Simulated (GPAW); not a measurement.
# Se K-edge XANES of CuSe (P4/nmm), part 2 of 3

Aim: the dependence of the Se K near-edge features of CuSe (P4/nmm) on volume.

GPAW 26.7.0; X-ray absorption from dipole matrix elements to empty bands, plane-wave PAW LDA.

So far. Step 2 (Ground state of the crystal): The mesh shows no gap, so the system is treated as a metal and the core electron is put at the Fermi level (neutral cell).

## 4. Spectrum with XCH, Se atom 1

The holes are 7.5 Å apart. In GPAW the data set carries the hole's charge, so charge=0 means a charged cell and charge=-1 a neutral one. The excited electron is kept in the cell, where it fills the lowest empty states and screens the hole. After the field has converged, empty bands are computed with the density fixed and the dipole matrix elements are summed.

The absorber has 4 Cu at 2.41 Å (4-fold, site symmetry 4mm).

Input file xas.py:

```python
import numpy as np
from ase import Atoms
from ase.parallel import parprint, paropen
from gpaw import GPAW, PW, FermiDirac, Mixer, MixerDif, setup_paths
from gpaw.test import gen
setup_paths.insert(0, '.')
gen('Se', name='fch1s', xcname='LDA', corehole=(1, 0, 1), write_xml=True)
from gpaw.mpi import world
world.barrier()

atoms = Atoms('Se8Cu8',
    cell=[[0, 7.5491599, 0],
     [-7.5491599, 0, 0],
     [3.77457995, 3.77457995, 5.43834287]],
    scaled_positions=[[0.11149821, 0.13850179, 0.27700358],
     [0.11149821, 0.63850179, 0.27700358],
     [0.61149821, 0.13850179, 0.27700358],
     [0.61149821, 0.63850179, 0.27700358],
     [0.63850179, 0.11149821, 0.72299642],
     [0.63850179, 0.61149821, 0.72299642],
     [0.13850179, 0.11149821, 0.72299642],
     [0.13850179, 0.61149821, 0.72299642],
     [0.25, 0.75, 0],
     [0.25, 0.25, 0],
     [0.75, 0.75, 0],
     [0.75, 0.25, 0],
     [0, 0, 0],
     [0, 0.5, 0],
     [0.5, 0, 0],
     [0.5, 0.5, 0]],
    pbc=True)
atoms.calc = calc = GPAW(legacy_gpaw=True, mode=PW(430, force_complex_dtype=True), xc='LDA', setups={0: 'fch1s'},
    kpts={'size': (3, 3, 3), 'gamma': True}, occupations=FermiDirac(0.1),
    charge=-1, mixer=Mixer(0.1, 5, 50), maxiter=150,
    convergence={'density': 0.0001, 'eigenstates': 1e-6}, txt='scf.txt')
energy = atoms.get_potential_energy() + calc.get_reference_energy()
ef = calc.get_fermi_level()
out = dict(energy=energy, fermi=ef, forces=atoms.get_forces().tolist())
parprint(f'all-electron energy {energy:.4f} eV, Fermi level {ef:.4f} eV')
ev = np.array([[calc.get_eigenvalues(k, s) for k in range(len(calc.get_ibz_k_points()))] for s in range(calc.get_number_of_spins())])
out['homo'], out['lumo'], out['counts'] = ev[ev < ef].max(), ev[ev > ef].min(), sorted(set((ev < ef).sum((0, 2)).tolist()))
out['filled'] = (ev[:, 0] < ef).sum(1).tolist()

from ase.units import Ha
from gpaw.xas import dipole_matrix_elements
nb = int(calc.get_number_of_electrons() / 2) + 187
top, nb = nb, nb + 8 + nb // 12
nscf = calc.fixed_density(kpts={'size': (3, 3, 3), 'gamma': True}, nbands=nb,
    convergence={'bands': top, 'eigenstates': 5e-3}, maxiter=60, txt='nscf.txt')
cell = atoms.cell.array
ops = [cell.T @ U.T @ np.linalg.inv(cell.T) for U in nscf.wfs.kd.symmetry.op_scc]
E = np.arange(-6, 34, 0.1)
fwhm = np.interp(E, [4, 25], [2.33, 3.5])
Y, X, zero, highest = 0, 0, 1e9, 1e9
for spin in range(nscf.get_number_of_spins()):
    wfs = nscf.wfs
    mine = wfs.bd.get_slice()  # this rank's bands
    A = dipole_matrix_elements(wfs.setups[0])
    eps = np.zeros((wfs.kd.nibzkpts, nb))
    d = np.zeros((3, A.shape[1], wfs.kd.nibzkpts, nb), complex)
    for kpt in wfs.kpt_u:
        if kpt.s == spin and 0 in kpt.P_ani:
            eps[kpt.k, mine] = kpt.eps_n * Ha
            d[:, :, kpt.k, mine] = (kpt.weight * wfs.nspins / 2) ** 0.5 * np.inner(A, kpt.P_ani[0])
    world.sum(eps)
    world.sum(d)
    T = np.einsum('amkn,bmkn->abkn', d, d.conj()).real
    T = sum(np.einsum('ai,ijkn,bj->abkn', R, T, R) for R in ops) / len(ops)
    empty = eps > ef
    zero, highest = min(zero, eps[empty].min()), min(highest, eps[:, top - 1].min())
    lines = [(eps, T, empty)] if spin == 0 else lines + [(eps, T, empty)]
for eps, T, empty in lines:
    f = np.einsum('aakn->akn', T).reshape(3, -1)
    x = eps.ravel() - zero
    w = np.interp(x, E, fwhm) / 2.35482
    g = np.exp(-0.5 * ((E[:, None] - x) / w) ** 2) / (w * (2 * np.pi) ** 0.5)
    Y = Y + (f * empty.ravel()) @ g.T
    X = X + (f * ~empty.ravel()) @ g.T
out.update(E=E.round(2).tolist(), xas=Y.tolist(), xes=X.tolist(), zero=zero, valid=highest - zero, nk=len(eps), nb=nb)
for i in range(0, len(E), 10):
    parprint(f'{E[i]:7.2f}', *(f'{v:10.3e}' for v in Y[:, i]))
import json
with paropen('out.json', 'w') as f:
    json.dump(out, f)
```

Launch:

```
OMP_NUM_THREADS=1 mpirun -n 4 gpaw python xas.py
```

Numbers of over 12 decimals in the logs are rounded to 6 here.

The log of the run:

```text
Input parameters:
  charge: -1
  convergence: {density: 0.0001,
                eigenstates: 1e-06}
  kpts: {gamma: True,
         size: (3, 3, 3)}
  maxiter: 150
  mixer: {backend: pulay,
          beta: 0.1,
          method: separate,
          nmaxold: 5,
          weight: 50}
  mode: {ecut: 430.0,
         force_complex_dtype: True,
         name: pw}
  occupations: {fixmagmom: False,
                name: fermi-dirac,
                width: 0.1}
  setups: {0: fch1s}

Initialize ...

[... PAW data sets ...]

Reference energy: -875064.982952  # eV

Spin-paired calculation

[... convergence settings ...]
Symmetries present (total): 2
  [... symmetry matrices ...]

27 k-points: 3 x 3 x 3 Monkhorst-Pack grid
10 k-points in the irreducible part of the Brillouin zone
       k-points in crystal coordinates                weights
   0:     0.00000000    0.00000000    0.00000000          1/27
   1:     0.00000000    0.00000000    0.33333333          2/27
   2:     0.00000000    0.33333333    0.00000000          4/27
   3:     0.00000000    0.33333333    0.33333333          2/27
   4:     0.33333333    0.00000000   -0.33333333          2/27
   5:     0.33333333    0.00000000    0.00000000          2/27
   6:     0.33333333    0.00000000    0.33333333          2/27
   7:     0.33333333    0.33333333   -0.33333333          4/27
   8:     0.33333333    0.33333333    0.00000000          4/27
   9:     0.33333333    0.33333333    0.33333333          4/27

Wave functions: Plane wave expansion
  Cutoff energy: 430.000 eV
  Number of coefficients (min, max): 6247, 6297
  Pulay-stress correction: 0.000000 eV/Ang^3 (de/decut=0.000000)
  Using FFTW library
  Wavefunction extrapolation:
    Improved wavefunction reuse through dual PAW basis

Occupation numbers: Fermi-Dirac:
  width: 0.1000  # eV

Eigensolver
   Davidson(niter=2)

Densities:
  Coarse grid: 40*40*40 grid
  Fine grid: 80*80*80 grid
  Total Charge: 0.000000

Density mixing:
  Method: separate
  Backend: pulay
  Linear mixing parameter: 0.1
  old densities: 5
  Width of damping distribution: 1.1
  Damping of long wavelength oscillations: 50

[... Hamiltonian set-up ...]
Number of atoms: 16
Number of atomic orbitals: 104
Number of bands in calculation: 87
Number of valence electrons: 137
Bands to converge: occupied

... initialized

Initializing position-dependent things.

Density initialized from atomic densities
Creating initial wave functions:
  87 bands from LCAO basis set

                     Se       Se

                  Se        Se

               Se       Se

          Cu Se     CuSe
              Cu       Cu
        Cu       Cu
            Cu       Cu

Atomic positions and initial magnetic moments

Positions:
   0 Se     0.000000    1.887290    1.506440    ( 0.0000,  0.0000,  0.0000)
   1 Se    -3.774580    1.887290    1.506440    ( 0.0000,  0.0000,  0.0000)
   2 Se     0.000000    5.661870    1.506440    ( 0.0000,  0.0000,  0.0000)
   3 Se    -3.774580    5.661870    1.506440    ( 0.0000,  0.0000,  0.0000)
   4 Se     1.887290    7.549160    3.931902    ( 0.0000,  0.0000,  0.0000)
   5 Se    -1.887290    7.549160    3.931902    ( 0.0000,  0.0000,  0.0000)
   6 Se     1.887290    3.774580    3.931902    ( 0.0000,  0.0000,  0.0000)
[...]
13 Cu    -3.774580    0.000000    0.000000    ( 0.0000,  0.0000,  0.0000)
  14 Cu     0.000000    3.774580    0.000000    ( 0.0000,  0.0000,  0.0000)
  15 Cu    -3.774580    3.774580    0.000000    ( 0.0000,  0.0000,  0.0000)

Unit cell:
           periodic     x           y           z      points  spacing
  1. axis:    yes    0.000000    7.549160    0.000000    40     0.1550
  2. axis:    yes   -7.549160    0.000000    0.000000    40     0.1550
  3. axis:    yes    3.774580    3.774580    5.438343    40     0.1360

  Lengths:   7.549160   7.549160   7.620399
  Angles:  119.691234  60.308766  90.000000

Effective grid spacing dv^(1/3) = 0.1692

iter:   1   -97.228314
iter:   2   -86.086094   -0.59  -1.16
iter:   3   -83.501907   -0.77  -1.35
iter:   4   -82.497717   -1.76  -1.48
iter:   5   -82.394438   -1.75  -1.57
iter:   6   -81.998547   -2.04  -1.73
iter:   7   -81.927778   -2.93  -1.84
iter:   8   -81.875103   -2.95  -2.22
iter:   9   -81.870496c  -3.32  -2.66
iter:  10   -81.870001c  -4.83  -2.98
iter:  11   -81.869664c  -4.75  -3.09
iter:  12   -81.869913c  -5.22  -3.36
iter:  13   -81.869786c  -6.12c -3.48
iter:  14   -81.869638c  -5.69  -3.58
iter:  15   -81.869762c  -5.68  -3.79
iter:  16   -81.869737c  -7.14c -4.15c

Converged after 16 iterations.

Dipole moment: (23.860800, -24.390413, -0.166453) |e|*Ang

Energy contributions relative to reference atoms: (reference = -875064.982952)

Kinetic:        -15.886846
Potential:       -5.406577
External:        +0.000000
XC:             -60.869171
Entropy (-ST):   -0.370774
Local:           +0.478244
SIC:             +0.000000
--------------------------
Free energy:    -82.055124
Extrapolated:   -81.869737

Showing only first 2 kpts
 Kpt  Band  Eigenvalues  Occupancy
  0    66      5.29407    0.15550
  0    67      5.33475    0.10629
  0    68      5.40886    0.05211
  0    69      5.42075    0.04640

  1    66      5.01232    1.17041
  1    67      5.01232    1.17041
  1    68      5.33688    0.10417
[...]
Fermi level: 5.04674

No gap
No difference between direct/indirect transitions

Forces in eV/Ang:
  0 Se    0.00000   -0.00000    0.73597
  1 Se    0.00000   -0.00000   -0.24111
  2 Se    0.00000   -0.00000   -0.24111
  3 Se    0.00000   -0.00000   -0.24331
  4 Se    0.10009   -0.10009    0.34785
  5 Se   -0.10009   -0.10009    0.34785
  6 Se    0.10009    0.10009    0.34785
[...]
13 Cu    0.00000   -0.00459    0.01955
 14 Cu    0.00000    0.47662   -0.37339
 15 Cu    0.00000    0.00459    0.01955
Scalar-relativistic atomic LDA calculation for Se (Selenium, Z=34)
Core hole in 1s state (1s occupation: 1.0)
600 radial gridpoints.
|------------------------------------------------|
|------------------------------------------------|
[... the atom generator's iteration count ...]

Energy contributions:
-------------------------
Kinetic:    +1992.176532
XC:           -74.936171
Potential:  -3877.301897
-------------------------
Total:      -1960.061536

state      eigenvalue         ekin         rmax
-----------------------------------------------
1s^1.0 :  -473.814066   594.491378        0.029
2s^2.0 :   -62.777713   119.273514        0.162
2p^6.0 :   -56.419235   117.661311        0.128
3s^2.0 :    -8.945456    28.579454        0.490
3p^6.0 :    -6.765340    26.386029        0.482
3d^10.0:    -2.900021    21.587394        0.429
4s^2.0 :    -1.105925     4.504829        1.414
4p^4.0 :    -0.649487     3.202895        1.619
-----------------------------------------------
(units: Bohr and Hartree)

Generating PAW setup
Kinetic energy of the core from tauc = 1992.701229521997
Cutoffs:
rc(s)=1.600
rc(p)=1.900
rc(d)=1.600
rc(vbar)=1.440
rc(comp)=1.600
rc(nct)=1.900

Kinetic energy of the core states: 1970.355293
Charge: 1.0
Core electrons: 27.0
Valence electrons: 6.0
Pseudo-core charge: 0.688517
Shape function alpha=3.906
Pseudo-electron charge 7.123653
state    eigenvalue         norm
--------------------------------
4s(2) :    -1.105925     1.147115
*s    :    -0.105925
4p(4) :    -0.649487     1.035227
*p    :     0.350513
*d    :     0.000000
--------------------------------

Diagonalizing with gridspacing h=0.050

state   all-electron     PAW
-------------------------------
4s:      -1.105925    -1.106630
4p:      -0.649487    -0.650084
*d:                   -0.134651
*f:                   -0.017877
-------------------------------
all-electron energy -875146.8527 eV, Fermi level 5.0467 eV
[...]
31.00  1.013e-07  1.013e-07  1.048e-07
  32.00  1.072e-07  1.072e-07  1.035e-07
  33.00  9.914e-08  9.913e-08  8.848e-08
```

Elapsed: 2.9 min, on 4 MPI ranks of Arm Neoverse V2, shared host; peak memory 0.44 GiB.

The Se K spectrum, Se atom 1, excited-electron core hole (neutral cell) (energy from the lowest empty level; intensity scaled to a mean of 1 over the first 20 eV; polarised curves are means over the symmetry-equivalent atoms):

| E (eV) | isotropic | ε ⊥ c | ε ∥ c |
| --- | --- | --- | --- |
| -2.0 | 0.02 | 0.03 | 0.01 |
| -1.5 | 0.07 | 0.08 | 0.04 |
| -1.0 | 0.15 | 0.18 | 0.08 |
| -0.5 | 0.26 | 0.32 | 0.14 |
| 0.0 | 0.36 | 0.45 | 0.19 |
| 0.5 | 0.39 | 0.49 | 0.21 |
| 1.0 | 0.35 | 0.43 | 0.21 |
| 1.5 | 0.28 | 0.31 | 0.23 |
| 2.0 | 0.27 | 0.23 | 0.35 |
| 2.5 | 0.39 | 0.26 | 0.64 |
| 3.0 | 0.65 | 0.44 | 1.08 |
| 3.5 | 1.04 | 0.76 | 1.59 |
| 4.0 | 1.44 | 1.17 | 1.97 |
| 4.5 | 1.72 | 1.55 | 2.06 |
| 5.0 | 1.80 | 1.77 | 1.87 |
| 5.5 | 1.66 | 1.74 | 1.49 |
| 6.0 | 1.39 | 1.53 | 1.11 |
| 6.5 | 1.12 | 1.26 | 0.84 |
| 7.0 | 0.94 | 1.06 | 0.71 |
| 7.5 | 0.90 | 0.99 | 0.73 |
| 8.0 | 0.97 | 1.04 | 0.84 |
| 8.5 | 1.11 | 1.16 | 1.00 |
| 9.0 | 1.24 | 1.28 | 1.16 |
| 9.5 | 1.32 | 1.34 | 1.27 |
| 10.0 | 1.33 | 1.33 | 1.31 |
| 10.5 | 1.28 | 1.27 | 1.29 |
| 11.0 | 1.22 | 1.19 | 1.26 |
| 11.5 | 1.16 | 1.13 | 1.22 |
| 12.0 | 1.11 | 1.07 | 1.20 |
| 12.5 | 1.07 | 1.03 | 1.16 |
| 13.0 | 1.03 | 0.99 | 1.11 |
| 13.5 | 0.98 | 0.95 | 1.04 |
| 14.0 | 0.92 | 0.90 | 0.96 |
| 14.5 | 0.86 | 0.85 | 0.87 |
| 15.0 | 0.80 | 0.80 | 0.79 |
| 15.5 | 0.75 | 0.76 | 0.75 |
| 16.0 | 0.73 | 0.73 | 0.73 |
| 16.5 | 0.74 | 0.74 | 0.75 |
| 17.0 | 0.79 | 0.78 | 0.80 |
| 17.5 | 0.88 | 0.87 | 0.88 |
| 18.0 | 0.99 | 0.99 | 0.98 |
| 18.5 | 1.10 | 1.11 | 1.08 |
| 19.0 | 1.18 | 1.20 | 1.16 |
| 19.5 | 1.21 | 1.22 | 1.18 |
| 20.0 | 1.17 | 1.18 | 1.16 |
| 20.5 | 1.08 | 1.07 | 1.08 |
| 21.0 | 0.95 | 0.94 | 0.96 |
| 21.5 | 0.83 | 0.81 | 0.85 |
| 22.0 | 0.74 | 0.73 | 0.77 |
| 22.5 | 0.71 | 0.70 | 0.73 |
| 23.0 | 0.74 | 0.73 | 0.75 |
| 23.5 | 0.80 | 0.80 | 0.81 |
| 24.0 | 0.88 | 0.88 | 0.88 |
| 24.5 | 0.96 | 0.96 | 0.95 |
| 25.0 | 1.00 | 1.01 | 0.99 |
| 25.5 | 1.01 | 1.02 | 0.99 |
| 26.0 | 0.98 | 0.99 | 0.96 |
| 26.5 | 0.93 | 0.94 | 0.91 |
| 27.0 | 0.87 | 0.87 | 0.85 |
| 27.5 | 0.82 | 0.82 | 0.82 |
| 28.0 | 0.80 | 0.79 | 0.82 |
| 28.5 | 0.81 | 0.80 | 0.85 |
| 29.0 | 0.86 | 0.84 | 0.91 |
| 29.5 | 0.94 | 0.91 | 0.99 |
| 30.0 | 1.02 | 1.00 | 1.08 |
| 30.5 | 1.11 | 1.09 | 1.15 |
| 31.0 | 1.18 | 1.17 | 1.21 |
| 31.5 | 1.22 | 1.22 | 1.22 |
| 32.0 | 1.22 | 1.23 | 1.19 |

Main maxima below 30 eV (height): 0.4 eV (0.40), 5.0 eV (1.80), 9.8 eV (1.33), 19.4 eV (1.21) and 25.4 eV (1.01). A K edge sees empty p states on the absorber.

The energy difference (zero at 12670 eV) isn't read as a photon energy: for so heavy an absorber the terms left out (the hole's spin, the functional's error) amount to tens of eV or more.

## 5. Supercell without a hole, the energy reference

The cell changes for the next run, so it gets a reference energy of its own.

The cell differs from the one that the last finished run ended in (a 7.549 → 7.316 Å, b 7.549 → 7.316 Å, c 7.620 → 7.385 Å).

Input file scf.py:

```python
import numpy as np
from ase import Atoms
from ase.parallel import parprint, paropen
from gpaw import GPAW, PW, FermiDirac, Mixer, MixerDif, setup_paths
from gpaw.test import gen
setup_paths.insert(0, '.')
gen('Se', name='nch1s', xcname='LDA', corehole=(1, 0, 0), write_xml=True)
from gpaw.mpi import world
world.barrier()

atoms = Atoms('Se8Cu8',
    cell=[[0, 7.31552932, 0],
     [-7.31552932, 0, 0],
     [3.65776466, 3.65776466, 5.27003762]],
    scaled_positions=[[0.11149821, 0.13850179, 0.27700358],
     [0.11149821, 0.63850179, 0.27700358],
     [0.61149821, 0.13850179, 0.27700358],
     [0.61149821, 0.63850179, 0.27700358],
     [0.63850179, 0.11149821, 0.72299642],
     [0.63850179, 0.61149821, 0.72299642],
     [0.13850179, 0.11149821, 0.72299642],
     [0.13850179, 0.61149821, 0.72299642],
     [0.25, 0.75, 0],
     [0.25, 0.25, 0],
     [0.75, 0.75, 0],
     [0.75, 0.25, 0],
     [0, 0, 0],
     [0, 0.5, 0],
     [0.5, 0, 0],
     [0.5, 0.5, 0]],
    pbc=True)
atoms.calc = calc = GPAW(legacy_gpaw=True, mode=PW(430, force_complex_dtype=True), xc='LDA', setups={0: 'nch1s'},
    kpts={'size': (3, 3, 3), 'gamma': True}, occupations=FermiDirac(0.1),
    charge=0, mixer=Mixer(0.1, 5, 50), maxiter=150,
    convergence={'density': 0.0001, 'eigenstates': 1e-6}, txt='scf.txt')
energy = atoms.get_potential_energy() + calc.get_reference_energy()
ef = calc.get_fermi_level()
out = dict(energy=energy, fermi=ef, forces=atoms.get_forces().tolist())
parprint(f'all-electron energy {energy:.4f} eV, Fermi level {ef:.4f} eV')
ev = np.array([[calc.get_eigenvalues(k, s) for k in range(len(calc.get_ibz_k_points()))] for s in range(calc.get_number_of_spins())])
out['homo'], out['lumo'], out['counts'] = ev[ev < ef].max(), ev[ev > ef].min(), sorted(set((ev < ef).sum((0, 2)).tolist()))
out['filled'] = (ev[:, 0] < ef).sum(1).tolist()
import json
with paropen('out.json', 'w') as f:
    json.dump(out, f)
```

Launch:

```
OMP_NUM_THREADS=1 mpirun -n 4 gpaw python scf.py
```

The log of the run:

```text
Input parameters:
  convergence: {density: 0.0001,
                eigenstates: 1e-06}
  kpts: {gamma: True,
         size: (3, 3, 3)}
  maxiter: 150
  mixer: {backend: pulay,
          beta: 0.1,
          method: separate,
          nmaxold: 5,
          weight: 50}
  mode: {ecut: 430.0,
         force_complex_dtype: True,
         name: pw}
  occupations: {fixmagmom: False,
                name: fermi-dirac,
[...]
warnings.warn('Using symmetrized grid: ({},{},{}).\n'.format(*N_c))
<dir> UserWarning: Using symmetrized grid: (35,36,36).

  warnings.warn('Using symmetrized grid: ({},{},{}).\n'.format(*N_c))
<dir> UserWarning: Initial realspace grid (35,35,36) inconsistent with symmetries.
  warnings.warn(
<dir> UserWarning: Using symmetrized grid: (35,36,36).

  warnings.warn('Using symmetrized grid: ({},{},{}).\n'.format(*N_c))
all-electron energy -887817.1433 eV, Fermi level 6.1626 eV
[key lines of the parts left out:]
Converged after 14 iterations.
Dipole moment: (24.589188, -24.589170, 0.000013) |e|*Ang
Free energy:    -71.159936
Fermi level: 6.16257
```

The job ended after 41 s (4 MPI ranks; peak memory 0.27 GiB; 2.7 min of CPU time).

Reference energy: -887817.143 eV with the cores included.

## 6. Spectrum with XCH, Se atom 1

Shorter bonds are expected to push antibonding states and scattering resonances up, and longer ones down; the cell is scaled to test that.

Changed against the first core-hole run: volume scale from 1 to 0.91.

xas.py: that of step 4 with these lines changed.

```diff
@@ -11,5 +11,5 @@
 atoms = Atoms('Se8Cu8',
-    cell=[[0, 7.5491599, 0],
-     [-7.5491599, 0, 0],
-     [3.77457995, 3.77457995, 5.43834287]],
+    cell=[[0, 7.31552932, 0],
+     [-7.31552932, 0, 0],
+     [3.65776466, 3.65776466, 5.27003762]],
     scaled_positions=[[0.11149821, 0.13850179, 0.27700358],
@@ -45,3 +45,3 @@
 from gpaw.xas import dipole_matrix_elements
-nb = int(calc.get_number_of_electrons() / 2) + 187
+nb = int(calc.get_number_of_electrons() / 2) + 170
 top, nb = nb, nb + 8 + nb // 12
```

Launch:

```
OMP_NUM_THREADS=1 mpirun -n 4 gpaw python xas.py
```

The log of the run:

```text
Input parameters:
  charge: -1
  convergence: {density: 0.0001,
                eigenstates: 1e-06}
  kpts: {gamma: True,
         size: (3, 3, 3)}
  maxiter: 150
  mixer: {backend: pulay,
          beta: 0.1,
          method: separate,
          nmaxold: 5,
          weight: 50}
  mode: {ecut: 430.0,
         force_complex_dtype: True,
         name: pw}
  occupations: {fixmagmom: False,
[...]
warnings.warn('Using symmetrized grid: ({},{},{}).\n'.format(*N_c))
<dir> UserWarning: Initial realspace grid (35,35,36) inconsistent with symmetries.
  warnings.warn(
<dir> UserWarning: Using symmetrized grid: (35,36,36).

  warnings.warn('Using symmetrized grid: ({},{},{}).\n'.format(*N_c))
all-electron energy -875146.7441 eV, Fermi level 6.2203 eV
[...]
32.00  9.165e-08  9.165e-08  9.903e-08
  33.00  1.076e-07  1.076e-07  1.103e-07
[key lines of the parts left out:]
Converged after 16 iterations.
Dipole moment: (24.555846, -25.068126, -0.157625) |e|*Ang
Free energy:    -81.926428
Fermi level: 6.22026
```

Elapsed: 2.3 min, on 4 MPI ranks; peak memory 0.39 GiB.

| E (eV) | first run | this run |
| --- | --- | --- |
| -2.0 | 0.02 | 0.02 |
| -1.0 | 0.15 | 0.15 |
| 0.0 | 0.36 | 0.38 |
| 1.0 | 0.35 | 0.39 |
| 2.0 | 0.27 | 0.24 |
| 3.0 | 0.65 | 0.46 |
| 4.0 | 1.44 | 1.18 |
| 5.0 | 1.80 | 1.78 |
| 6.0 | 1.39 | 1.63 |
| 7.0 | 0.94 | 1.09 |
| 8.0 | 0.97 | 0.95 |
| 9.0 | 1.24 | 1.20 |
| 10.0 | 1.33 | 1.38 |
| 11.0 | 1.22 | 1.27 |
| 12.0 | 1.11 | 1.12 |
| 13.0 | 1.03 | 1.07 |
| 14.0 | 0.92 | 1.05 |
| 15.0 | 0.80 | 0.97 |
| 16.0 | 0.73 | 0.85 |
| 17.0 | 0.79 | 0.76 |
| 18.0 | 0.99 | 0.79 |
| 19.0 | 1.18 | 0.98 |
| 20.0 | 1.17 | 1.20 |
| 21.0 | 0.95 | 1.24 |
| 22.0 | 0.74 | 1.01 |
| 23.0 | 0.74 | 0.77 |
| 24.0 | 0.88 | 0.71 |
| 25.0 | 1.00 | 0.84 |
| 26.0 | 0.98 | 1.00 |
| 27.0 | 0.87 | 1.02 |
| 28.0 | 0.80 | 0.91 |
| 29.0 | 0.86 | 0.80 |
| 30.0 | 1.02 | 0.78 |
| 31.0 | 1.18 | 0.89 |
| 32.0 | 1.22 | 1.09 |

Against the first run the r.m.s. difference is 14 %. A shift of +0.4 eV leaves 9 %. The highest intensity below 24 eV goes from 5.0 eV (1.80) to 5.2 eV (1.82).

The photon energy of the zero moves by +0.18 eV.

[end of part 2 of 3]

[Banner, clock and machine lines of the logs are left out without a mark of their own.]

[Logs are printed without paths, hosts, clocks, repeated set-up lines and the standing remarks that a program may print on its own settings, such as how far it seeks lower states.]

[Hosts, paths, dates, database ids (printed as entryN), source tags and the programs' standing remarks are cut or masked in the printed files.]

[Lists of maxima count a maximum above −3 eV only where it reaches 4 % of the highest in the window and stands out from its surroundings by 2 % of it (1.5 % where it reaches 55 %); shoulders and weaker maxima are passed over, and of the rest the first, up to two pre-edge ones and the few strongest are named.]
